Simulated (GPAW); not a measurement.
The Nb L₃ edge of atom 1 in NbCo2 (Fd-3m), with 12 Co at 2.81 Å and 4 Nb at 2.93 Å (16-fold, site symmetry -43m), was computed in 2 ways: excited-electron core hole (neutral cell) and no core hole. Program and functional: GPAW, LDA, Gaussian full width 1.66 eV up to 4 eV, rising linearly to 3.5 eV at 25 eV; cells of 6 atoms.

Each run is counted from its own lowest empty level or Fermi level and scaled to a mean of 1 over its first 20 eV.

```csv
E (eV),run 1,run 2
-2.00,0.01,0.01
-1.25,0.10,0.17
-0.50,0.60,0.99
0.25,1.49,2.31
1.00,1.85,2.74
1.75,1.99,2.84
2.50,2.76,2.89
3.25,2.82,2.09
4.00,1.93,1.39
4.75,1.32,1.06
5.50,0.94,0.77
6.25,0.64,0.53
7.00,0.52,0.46
7.75,0.56,0.52
8.50,0.70,0.66
9.25,0.85,0.80
10.00,0.91,0.85
10.75,0.88,0.83
11.50,0.82,0.76
12.25,0.72,0.66
13.00,0.62,0.56
13.75,0.55,0.50
14.50,0.51,0.47
15.25,0.49,0.46
16.00,0.48,0.47
16.75,0.49,0.49
17.50,0.51,0.52
18.25,0.53,0.53
19.00,0.53,0.51
19.75,0.52,0.50
20.50,0.51,0.49
21.25,0.51,0.49
22.00,0.50,0.49
22.75,0.49,0.48
23.50,0.48,0.48
24.25,0.48,0.49
25.00,0.49,0.50
25.75,0.50,0.52
26.50,0.51,0.53
27.25,0.52,0.53
28.00,0.52,0.53
28.75,0.52,0.54
29.50,0.53,0.55
30.25,0.55,0.56
31.00,0.56,0.56
31.75,0.55,0.55
```

**Question.** Which run is which?

Run 1: no core hole (area from −2 to 6 eV 11.9, main maxima 3.0 eV (2.98) and 10.2 eV (0.91)). Run 2: excited-electron core hole (neutral cell) (area from −2 to 6 eV 13.0, main maxima 2.2 eV (2.98) and 10.2 eV (0.85)). With each curve scaled to its own mean, the area from −2 to 6 eV with the hole is 13.0 against 11.9, and the centre of weight from −1 to 20 eV moves by -0.6 eV (first and strongest maxima below 20 eV: 3.0 eV (2.98) and 10.2 eV (0.91) without the hole, 2.2 eV (2.98) and 10.2 eV (0.85) with it); the shape changes all the same, by 28 % r.m.s.

[Banner, clock and machine lines of the logs are left out without a mark of their own.]

[Logs are printed without paths, hosts, clocks, repeated set-up lines and the standing remarks that a program may print on its own settings, such as how far it seeks lower states.]

[Hosts, paths, dates, database ids (printed as entryN), source tags and the programs' standing remarks are cut or masked in the printed files.]

[Lists of maxima count a maximum above −3 eV only where it reaches 4 % of the highest in the window and stands out from its surroundings by 2 % of it (1.5 % where it reaches 55 %); shoulders and weaker maxima are passed over, and of the rest the first, up to two pre-edge ones and the few strongest are named.]
